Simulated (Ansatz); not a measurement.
Ge3H2 (hydrogen-terminated (110) film, 3 layers), computed twice by G0W0.

The cell holds 10 atoms: 6 Ge and 4 H. Cell: a = 4.001 Å, b = 5.658 Å, c = 36.100 Å, α = 90.0°, β = 90.0°, γ = 90.0°. It derives from Ge. Vacuum lies along c.

```xyz
10
Lattice="4.0008 0.0000 0.0000 0.0000 5.6580 0.0000 0.0000 0.0000 36.1000" Properties=species:S:1:pos:R:3
Ge    0.0000    0.0164   16.0807
Ge    0.0000    4.2426   18.0500
Ge    2.0004    2.8299   18.0500
Ge    2.0004    1.3981   16.0807
Ge    0.0000    0.0164   20.0193
Ge    2.0004    1.3981   20.0193
H     0.0000    4.7723   14.8189
H     2.0004    2.3002   14.8189
H     0.0000    4.7723   21.2811
H     2.0004    2.3002   21.2811
```

The structure was relaxed with PBEsol (ions only). The runs that relaxed it are not among those shown.

The first (Ansatz 0.2.0; start PBEsol, 4×4×1 mesh, 1205 empty bands, screening to 75 eV, PAW set soft_1 files; 1 × NVIDIA H100 80GB HBM3 (shared by 6 runs) with 3 threads of AMD EPYC 7R13 (Zen 3), shared host) gave, on its mesh: starting gap 1.13 eV, G0W0 gap 2.21 eV, mean of 1 + 4πα/V (set by the cell height) 2.93, 97 s.

The second changes empty bands from 1205 to 487 and screening cutoff (eV) from 75.0 to 41. What does it give?

It gave: starting gap 1.13 eV, G0W0 gap 2.09 eV, mean of 1 + 4πα/V (set by the cell height) 3.00, 37 s. The G0W0 gap moves by −0.12 eV, +0.00 eV from the start and −0.12 eV from the correction. Σc changes by +0.35 eV at the valence top and +0.23 eV at the conduction bottom, and Σx − Vxc between them by +0.00 eV.

Limits: not at the basis limit; coarse mesh for a sheet; no spin-orbit coupling.

[Paths, hosts, dates, memory and timing lines, banners, echoed tables and standing remarks are left out of the program output.]

[Logs are printed without paths, hosts, clocks, repeated set-up lines and the standing remarks that a program may print on its own settings, such as how far it seeks lower states.]

[Runs of the session that timed out or met a known fault of the program may be left out.]

[Cells called generated may have been cut or substituted from an entry of the Crystallography Open Database or the Materials Project.]

[Hosts, paths, dates, database ids (printed as entryN), source tags and the programs' standing remarks are cut or masked in the printed files.]
